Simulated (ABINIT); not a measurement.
# How CdF2 absorbs and reflects light

Aim: the dielectric function of CdF2, and the optical constants that follow from it.

Method: DFT, PBE, plane waves with norm-conserving potentials (PseudoDojo), scalar-relativistic, independent-particle linear optical response without local fields, in ABINIT 10.8.3.

## Step 1: The starting structure

The structure is cubic, space group Fm-3m (No. 225). The conventional cell has a = 5.388 Å, b = 5.388 Å, c = 5.388 Å, α = 90.00°, β = 90.00°, γ = 90.00°. Nearest to Cd lie 8 F at 2.33 Å. Nearest to F lie 4 Cd at 2.33 Å. Farther neighbours, and contacts between anions beyond the nearest, are not listed.

As a file:

```cif
data_structure
_symmetry_space_group_name_H-M 'P 1'
_symmetry_Int_Tables_number 1
_cell_length_a 3.8099
_cell_length_b 3.8099
_cell_length_c 3.8099
_cell_angle_alpha 60.000
_cell_angle_beta 60.000
_cell_angle_gamma 60.000
_cell_volume 39.10
loop_
_atom_site_label
_atom_site_type_symbol
_atom_site_fract_x
_atom_site_fract_y
_atom_site_fract_z
_atom_site_occupancy
Cd1 Cd 0.00000 0.00000 0.00000 1
F2 F 0.75000 0.75000 0.75000 1
F3 F 0.25000 0.25000 0.25000 1
```

## Step 2: Ground state, bands and velocity matrix elements

First the ground state: is it a metal or has it a gap?

This step: DFT, PBE, plane waves with norm-conserving potentials (PseudoDojo), scalar-relativistic, ground state, bands at fixed density and velocity matrix elements (ABINIT 10.8.3).

run.abi

```
# ground state, bands on a dense mesh, and the derivatives d/dk of the wave functions
ndtset 3

ngkpt1 7 7 7
shiftk1 0.0 0.0 0.0
tolvrs1 1.0d-12
nband1 21
prtden1 1

iscf2 -2
getden2 1
ngkpt2 10 10 10
shiftk2 0.0 0.0 0.0
kptopt2 1
nband2 38
nbdbuf2 4
tolwfr2 1.0d-14

optdriver3 8
wfk_task3 "wfk_ddk"
prtevk3 1
getwfk3 2
getden3 1
iscf3 -2
ngkpt3 10 10 10
shiftk3 0.0 0.0 0.0
kptopt3 1
nband3 38

nshiftk 1
occopt 3
tsmear 0.001837
ecut 45.0
nstep 80
iomode 3
chksymbreak 0
chkprim 0
chksymtnons 0
acell 3*1.0 Angstrom
rprim
  0.000000000000 2.694000000000 2.694000000000
  2.694000000000 0.000000000000 2.694000000000
  2.694000000000 2.694000000000 0.000000000000
natom 3
ntypat 2
znucl 48 9
typat 1 2 2
xred
  0.000000000000 0.000000000000 0.000000000000
  0.750000000000 0.750000000000 0.750000000000
  0.250000000000 0.250000000000 0.250000000000
pseudos "Cd.upf, F.upf"
```

Run with:

```console
mpirun -n 4 abinit run.abi
```

Log:

```text
DATASET    1 : space group Fm -3 m (#225); Bravais cF (face-center cubic)
 DATASET    2 : space group Fm -3 m (#225); Bravais cF (face-center cubic)
 DATASET    3 : space group Fm -3 m (#225); Bravais cF (face-center cubic)
            ngfft          45      45      45
                         0.06997    0.06997    0.06997    0.03499    0.01749    0.06997
                         0.06997    0.03499    0.01749    0.03499    0.06997    0.13994
                         0.00600    0.02400    0.02400    0.02400    0.02400    0.02400
                         0.02400    0.02400    0.01200    0.00600    0.02400    0.02400
                         0.02400    0.02400    0.02400    0.01200    0.00600    0.02400
                         0.02400    0.02400    0.01200    0.00600    0.02400    0.01200
                         0.00300    0.02400    0.04800    0.04800    0.02400    0.02400
                         0.04800    0.04800    0.04800    0.02400    0.02400    0.04800
                         0.02400    0.01200    0.02400    0.02400    0.01200
                         0.00600    0.02400    0.02400    0.02400    0.02400    0.02400
                         0.02400    0.02400    0.01200    0.00600    0.02400    0.02400
                         0.02400    0.02400    0.02400    0.01200    0.00600    0.02400
                         0.02400    0.02400    0.01200    0.00600    0.02400    0.01200
                         0.00300    0.02400    0.04800    0.04800    0.02400    0.02400
                         0.04800    0.04800    0.04800    0.02400    0.02400    0.04800
                         0.02400    0.01200    0.02400    0.02400    0.01200
== DATASET  1 ==================================================================
 Real(R)+Recip(G) space primitive vectors, cartesian coordinates (Bohr,Bohr^-1):
 R(1)=  0.0000000  5.0909222  5.0909222  G(1)= -0.0982140  0.0982140  0.0982140
 R(2)=  5.0909222  0.0000000  5.0909222  G(2)=  0.0982140 -0.0982140  0.0982140
 R(3)=  5.0909222  5.0909222  0.0000000  G(3)=  0.0982140  0.0982140 -0.0982140
 Unit cell volume ucvol=  2.6388784E+02 bohr^3
 Angles (23,13,12)=  6.00000000E+01  6.00000000E+01  6.00000000E+01 degrees
 getcut: wavevector=  0.0000  0.0000  0.0000  ngfft=  45  45  45
     iter   Etot(hartree)      deltaE(h)  residm     vres2
 ETOT  1  -223.29783247224    -2.233E+02 2.912E+00 1.904E+03
 ETOT  2  -224.33894002397    -1.041E+00 9.289E-02 2.606E+03
 ETOT  3  -224.69307969158    -3.541E-01 7.861E-02 1.413E+02
 ETOT  4  -224.70341087528    -1.033E-02 3.076E-03 8.463E+01
 ETOT  5  -224.70989352855    -6.483E-03 4.287E-04 1.830E+01
 ETOT  6  -224.71267500353    -2.781E-03 1.301E-03 7.267E-02
 ETOT  7  -224.71268429988    -9.296E-06 2.051E-04 2.445E-03
 ETOT  8  -224.71268452921    -2.293E-07 6.376E-04 1.395E-03
 ETOT  9  -224.71268471233    -1.831E-07 1.324E-04 6.380E-05
 ETOT 10  -224.71268472091    -8.575E-09 3.096E-04 4.100E-08
 ETOT 11  -224.71268472090     1.145E-11 4.740E-05 1.469E-09
 ETOT 12  -224.71268472091    -1.060E-11 1.457E-04 3.664E-11
 ETOT 13  -224.71268472091    -3.354E-12 2.852E-05 1.451E-12
 ETOT 14  -224.71268472090     1.080E-11 6.794E-05 6.166E-14
 At SCF step   14       vres2   =  6.17E-14 < tolvrs=  1.00E-12 =>converged.
 Cartesian components of stress tensor (hartree/bohr^3)
  sigma(1 1)= -1.45158784E-04  sigma(3 2)=  0.00000000E+00
  sigma(2 2)= -1.45158784E-04  sigma(3 1)=  0.00000000E+00
  sigma(3 3)= -1.45158784E-04  sigma(2 1)=  0.00000000E+00
 Mean square residual over all n,k,spin=   29.349E-08; max=  67.938E-06
 Fermi (or HOMO) energy (hartree) =   0.17444   Average Vxc (hartree)=  -0.39118
 Eigenvalues (hartree) for nkpt=  20  k points:
 kpt#   1, nband= 21, wtk=  0.00292, kpt=  0.0000  0.0000  0.0000 (reduced coord)
  -3.50247   -2.07277   -2.07277   -2.07277   -0.64666   -0.60621   -0.09031   -0.09031
  -0.09031   -0.04622   -0.04622    0.07948    0.07948    0.07948    0.09700    0.09700
   0.09700    0.23002    0.58342    0.58342    0.58342
   2.00000    2.00000    2.00000    2.00000    2.00000    2.00000    2.00000    2.00000
   2.00000    2.00000    2.00000    2.00000    2.00000    2.00000    2.00000    2.00000
   2.00000    0.00000    0.00000    0.00000    0.00000
kinetic             :  9.420230E+01
hartree             :  6.595360E+01
xc                  : -3.536936E+01
Ewald energy        : -1.394217E+02
psp_core            :  4.241119E+00
local_psp           : -2.133021E+02
non_local_psp       : -1.016593E+00
internal            : -2.247127E+02
'-kT*entropy'       :  2.661835E-15
total_energy        : -2.247127E+02
total_energy_eV     : -6.114744E+03
 Cartesian components of stress tensor (hartree/bohr^3)
  sigma(1 1)= -1.45158784E-04  sigma(3 2)=  0.00000000E+00
  sigma(2 2)= -1.45158784E-04  sigma(3 1)=  0.00000000E+00
  sigma(3 3)= -1.45158784E-04  sigma(2 1)=  0.00000000E+00
-Cartesian components of stress tensor (GPa)         [Pressure=  4.2707E+00 GPa]
== DATASET  2 ==================================================================
 Real(R)+Recip(G) space primitive vectors, cartesian coordinates (Bohr,Bohr^-1):
 R(1)=  0.0000000  5.0909222  5.0909222  G(1)= -0.0982140  0.0982140  0.0982140
 R(2)=  5.0909222  0.0000000  5.0909222  G(2)=  0.0982140 -0.0982140  0.0982140
 R(3)=  5.0909222  5.0909222  0.0000000  G(3)=  0.0982140  0.0982140 -0.0982140
 Unit cell volume ucvol=  2.6388784E+02 bohr^3
 Angles (23,13,12)=  6.00000000E+01  6.00000000E+01  6.00000000E+01 degrees
 getcut: wavevector=  0.0000  0.0000  0.0000  ngfft=  45  45  45
 Mean square residual over all n,k,spin=   43.427E-16; max=  99.694E-16
 Eigenvalues (hartree) for nkpt=  47  k points:
 kpt#   1, nband= 38, wtk=  0.00100, kpt=  0.0000  0.0000  0.0000 (reduced coord)
  -3.50247   -2.07277   -2.07277   -2.07277   -0.64666   -0.60621   -0.09031   -0.09031
  -0.09031   -0.04622   -0.04622    0.07948    0.07948    0.07948    0.09700    0.09700
   0.09700    0.23002    0.58342    0.58342    0.58342    0.76535    0.84801    0.84801
   0.97624    0.97624    0.97624    0.99177    0.99177    0.99177    1.32641    1.38204
   1.38204    1.38204    1.42533    1.49813    1.49813    1.49813
== DATASET  3 ==================================================================
            ngfft          45      45      45
                         0.06997    0.06997    0.06997    0.03499    0.01749    0.06997
[...]
0.00300    0.02400    0.04800    0.04800    0.02400    0.02400
                         0.04800    0.04800    0.04800    0.02400    0.02400    0.04800
                         0.02400    0.01200    0.02400    0.02400    0.01200
                         0.00600    0.02400    0.02400    0.02400    0.02400    0.02400
                         0.02400    0.02400    0.01200    0.00600    0.02400    0.02400
                         0.02400    0.02400    0.02400    0.01200    0.00600    0.02400
                         0.02400    0.02400    0.01200    0.00600    0.02400    0.01200
                         0.00300    0.02400    0.04800    0.04800    0.02400    0.02400
                         0.04800    0.04800    0.04800    0.02400    0.02400    0.04800
                         0.02400    0.01200    0.02400    0.02400    0.01200
[echo of the input variables and credits left out]
```

Elapsed: 2 min, on 4 threads of Intel Xeon Platinum 8488C (Sapphire Rapids), shared host; peak memory 0.13 GiB; 8.1 min of CPU time.

Read-outs:

| Quantity | Value |
| --- | --- |
| total energy | -224.7 Ha |
| gap on the k-mesh | 3.131 eV |
| direct gap on the mesh | 3.620 eV |

There is a gap, 3.13 eV on this mesh (points off the mesh can give less), so no carriers' term is needed.

## Step 3: Optical response

The spectrum is a sum over vertical transitions between filled and empty bands at the fixed density, so many empty bands are needed.

This step: DFT, PBE, plane waves with norm-conserving potentials (PseudoDojo), scalar-relativistic, independent-particle linear optical response without local fields (ABINIT 10.8.3).

optic.abi

```
&FILES
 ddkfile_1 = 'runo_DS3_1_EVK.nc',
 ddkfile_2 = 'runo_DS3_2_EVK.nc',
 ddkfile_3 = 'runo_DS3_3_EVK.nc',
 wfkfile = 'runo_DS2_WFK.nc'
/
&PARAMETERS
 broadening = 0.001837,
 domega = 0.0020212,
 maxomega = 0.80849,
 scissor = 0.0,
 tolerance = 0.002,
 nband_sum = 34
/
&COMPUTATIONS
 num_lin_comp = 1,
 lin_comp = 11,
 num_nonlin_comp = 0,
 num_linel_comp = 0,
 num_nonlin2_comp = 0
/
```

Run with:

```console
optic optic.abi
```

Log:

```text

 OPTIC has originally been developed by
 S. Sharma, J. K. Dewhurst and C. Ambrosch-Draxl, Phys. Rev. B 67, 165332 (2003), and
 S. Sharma and C. Ambrosch-Draxl, Physica Scripta T 109 (2004).

 rprimd(bohr)      =   0.00000   5.09092   5.09092
                       5.09092   0.00000   5.09092
                       5.09092   5.09092   0.00000
 natom             =       3
 nkpt,mband        =      47      38
 ecut              =  45.00000 Ha
 newocc: new Fermi energy is       0.177207 , with nelect=     34.000000, Number of bisection calls: 5
 Fermi level: 4.8220  (eV)

 fermie            =   0.17721 Ha   4.82204 eV
 Scissor shift     =   0.00000 Ha
 Tolerance on closeness to singularities     =   0.00200 Ha
 Smearing factor      =   0.00184 Ha
 Will use the antiresonant approximation (meaning that the antiresonant terms are neglected)
 Will not perform the bands decomposition
 linear coeffs to be calculated :
 11
 non-linear coeffs to be calculated :

 electronic part of electro-optic coeffs to be calculated :

 non-linear coeffs (V2) to be calculated :

 linear optic matrix elements will be printed :0
 optic : Call pmat2cart
 No scissor shift to be applied. Returning to main optic routine.
 optic : Call linopt
  linopt            1           1
 calculated the component:           1           1   of dielectric function
  with broadening:         (0.000000,1.837000E-003)
 and scissors shift:   0.000000
 energy window:   134.139321      eV   4.929529      Ha
 optic : Call nlinopt
 optic : Call linelop
 optic : Call nonlinopt

================================================================================

 Calculation completed.
-
program: optic
version: 10.8.3
start_datetime:
end_datetime:
overall_cpu_time:           0.2
overall_wall_time:           0.2
mpi_procs: 1
omp_threads: 1
...
```

The job ended after 1 s (1 thread; peak memory 0.05 GiB).

This step gave:

```
electronic dielectric constant ε∞, mean of the axes : 2.721
```

The Im ε, E ∥ x has structure finer than the step of the table below, so its rows give means over 1 eV. Peaks (eV: height): 10.0: 2.96, 10.5: 3.34, 12.4: 2.75, 13.7: 3.77, 14.1: 3.00, 14.5: 3.06, 14.9: 2.78.

Sum at mesh points, not converged in k; values under the direct gap are tails of Lorentzian lines. The Im ε, E ∥ x by photon energy; means over each step:

```
photon energy (eV)  Im ε, E ∥ x
                 1      0.00237
                 2      0.00578
                 3       0.0144
                 4        0.260
                 5         1.07
                 6         1.34
                 7         1.28
                 8         1.16
                 9         1.24
                10         2.11
                11         1.54
                12         1.64
                13         1.82
                14         2.62
                15         1.87
                16         1.11
                17        0.857
                18         1.16
                19        0.808
                20        0.816
                21         1.12
```

The reflectivity at normal incidence, E ∥ x has structure finer than the step of the table below, so its rows give means over 0.5 eV. Peaks (eV: height): 10.01: 16.2, 10.50: 18.5, 12.59: 14.4, 13.80: 21.3, 14.13: 18.8, 14.63: 23.4, 14.96: 26.2.

Sum at mesh points, not converged in k. Table of reflectivity at normal incidence, E ∥ x by photon energy; means over each step:

photon energy (eV), reflectivity at normal incidence, E ∥ x (%) and a bar from the least value:
```
      0.5        6.0 #######
      1.0        6.1 #######
      1.5        6.2 #######
      2.0        6.4 #######
      2.5        6.7 ########
      3.0        7.2 #########
      3.5        7.9 ##########
      4.0        9.1 #############
      4.5       11.0 ################
      5.0        8.7 ############
      5.5       10.5 ###############
      6.0        8.3 ###########
      6.5        8.6 ############
      7.0        8.8 ############
      7.5        7.7 ##########
      8.0        7.1 #########
      8.5        7.3 #########
      9.0        8.6 ############
      9.5        8.5 ###########
     10.0       13.3 #####################
     10.5       14.9 ########################
     11.0        6.3 #######
     11.5        5.4 #####
     12.0        9.6 ##############
     12.5       12.6 ###################
     13.0        8.1 ###########
     13.5       12.1 ###################
     14.0       16.6 ###########################
     14.5       16.8 ############################
     15.0       18.0 ##############################
     15.5       10.8 ################
     16.0        8.7 ############
     16.5        6.6 ########
     17.0        3.7 ##
     17.5        6.9 ########
     18.0        7.1 #########
     18.5        5.1 #####
     19.0        4.2 ###
     19.5        2.6 
     20.0        3.3 #
     20.5        5.1 #####
     21.0        7.6 ##########
     21.5        4.4 ####
```

The loss function −Im 1/ε at q → 0, E ∥ x has structure finer than the step of the table below, so its rows give means over 1 eV. Peaks (eV: height): 15.5: 0.831, 16.0: 0.806, 16.3: 0.910, 16.5: 0.819, 16.7: 0.791, 19.1: 0.817, 21.3: 0.911.

Sum at mesh points, not converged in k; values under the direct gap are tails of Lorentzian lines. Table of loss function −Im 1/ε at q → 0, E ∥ x by energy loss; means over each step:

energy loss (eV), loss function −Im 1/ε at q → 0, E ∥ x and a bar:
```
        1      0.000 
        2      0.001 
        3      0.002 
        4      0.019 #
        5      0.091 ####
        6      0.132 ######
        7      0.160 #######
        8      0.158 #######
        9      0.143 ######
       10      0.163 #######
       11      0.336 ##############
       12      0.182 ########
       13      0.277 ############
       14      0.298 #############
       15      0.561 ########################
       16      0.709 ##############################
       17      0.529 ######################
       18      0.602 #########################
       19      0.611 ##########################
       20      0.370 ################
       21      0.547 #######################
```

At chosen wavelengths:

```
wavelength (nm)     n      k  R (%)     1/α
           1064  1.66  0.001    6.1  101 µm
            800  1.67  0.001    6.2   54 µm
            532  1.69  0.002    6.6   20 µm
            405  1.74  0.004    7.2  7.9 µm
            308  1.92  0.137   10.1  179 nm
            248  1.74  0.211    7.8   93 nm
            193  1.70  0.368    8.4   42 nm
```

Below the direct gap, k and the depth come from the tails of the Lorentzian lines, not from transitions.

Rows near the edge hang on the gap, which this functional as a rule makes too small, and phonon-assisted absorption over an indirect gap is left out.

## Step 4: What came out

```yaml
electronic_dielectric_constant_eps_infinity_mean_of_the_axes_independent_particles: 2.72
```

**Reading.** At this level (PBE, independent particles) CdF2 has ε∞ = 2.72 and n = 1.65 at 1550 nm. On the mesh the gap is 3.13 eV and the least direct gap 3.62 eV, so on this mesh the band edges lie at different points. Excitons and phonon-assisted transitions are missing, and so are local fields; PBE gaps are as a rule too small, which pulls the onset down and ε∞ up. The sum runs over mesh points 0.20 Å⁻¹ apart with no interpolation, so peaks are partly noise of the mesh and static values carry its error. Not shown from this task: 1 run with a known fault of program or setting.

[Long decimals in the printed logs are rounded to 6 places.]

[ABINIT's output is a selection of lines: forces, comments, warnings, timings and credits are left out.]

[Logs are printed without paths, hosts, clocks, repeated set-up lines and the standing remarks that a program may print on its own settings, such as how far it seeks lower states.]

[Hosts, paths, dates, database ids (printed as entryN), source tags and the programs' standing remarks are cut or masked in the printed files.]

[Where the starting crystal was built by hand or by swapping elements, it need not be the compound's stable phase.]

[The count of steps not shown may lack steps that the program refused or didn't finish.]
